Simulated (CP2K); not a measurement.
Consider 3-cyanopyrrole at its PBE geometry (Å).

```xyz
11

N     3.3768   -0.4854    0.0901
C     2.2185   -0.3284    0.0596
C     0.8156   -0.1190    0.0201
C     0.1394    1.1438   -0.0658
C    -1.2131    0.8811   -0.0752
N    -1.3782   -0.4888    0.0009
C    -0.1618   -1.1133    0.0606
H     0.6093    2.1191   -0.1097
H    -2.0668    1.5460   -0.1245
H    -2.2721   -0.9652    0.0176
H    -0.0676   -2.1898    0.1265
```

Method: CP2K XAS_TDP, all-electron GAPW, PBEh(45%), aug-cc-pVDZ, TDA, GW2X-corrected core level, no relativity.

Question: Where do the C K-edge lines lie, and how strong are they?

Leading lines: C2 288.79 eV, C3 288.04 eV, C4 287.91 eV, C5 288.42 eV and C7 287.91 eV. The leading line of an atom is its first one with 35 % of the strongest within 2.5 eV of its lowest line over the strength cut. Core ionisation energies at this level: C4 292.25, C5 293.04, C7 293.22, C2 293.47 and C3 292.48 eV.

The first six lines of each atom with a strength over 0.0015:

| atom | energy (eV) | states | strength, one atom | above the computed threshold |
| --- | --- | --- | --- | --- |
| C2 (bonded to C and N) | 288.79 | 1 | 0.0424 |  |
|  | 288.91 | 1 | 0.0539 |  |
|  | 292.17 | 1 | 0.0047 |  |
|  | 293.58 | 1 | 0.0186 | yes |
|  | 294.42 | 1 | 0.0023 | yes |
|  | 295.16 | 1 | 0.0021 | yes |
| C3 (bonded to 3 C) | 288.04 | 1 | 0.0341 |  |
|  | 290.57 | 1 | 0.0018 |  |
|  | 291.38 | 1 | 0.0026 |  |
|  | 291.72 | 1 | 0.0124 |  |
|  | 291.99 | 1 | 0.0038 |  |
|  | 292.30 | 1 | 0.0021 |  |
| C4 (bonded to 2 C and H) | 287.91 | 1 | 0.0511 |  |
|  | 290.28 | 1 | 0.0059 |  |
|  | 290.82 | 1 | 0.0050 |  |
|  | 291.26 | 1 | 0.0071 |  |
|  | 291.36 | 1 | 0.0033 |  |
|  | 291.59 | 1 | 0.0040 |  |
| C5 (bonded to C, N and H) | 288.42 | 1 | 0.0521 |  |
|  | 290.55 | 1 | 0.0108 |  |
|  | 291.51 | 1 | 0.0038 |  |
|  | 292.03 | 1 | 0.0018 |  |
|  | 292.30 | 1 | 0.0036 |  |
|  | 292.71 | 1 | 0.0091 |  |
| C7 (bonded to C, N and H) | 287.91 | 1 | 0.0526 |  |
|  | 290.76 | 1 | 0.0104 |  |
|  | 291.76 | 1 | 0.0040 |  |
|  | 292.22 | 1 | 0.0021 |  |
|  | 292.42 | 1 | 0.0042 |  |
|  | 292.51 | 1 | 0.0034 |  |

Lines are vertical, at one geometry, with no vibrational structure. GW2X ionisation energies and lines can be off by 1 to 2 eV either way, and a good line position may hide errors that cancel. These values hold no scalar relativity, about 0.1 eV for C 1s. Rydberg lines, and the discretised continuum above threshold, depend on the basis and the box.

[Banner, clock and machine lines of the logs are left out without a mark of their own.]

[Logs are printed without paths, hosts, clocks, repeated set-up lines and the standing remarks that a program may print on its own settings, such as how far it seeks lower states.]

[Hosts, paths, dates, database ids (printed as entryN), source tags and the programs' standing remarks are cut or masked in the printed files.]
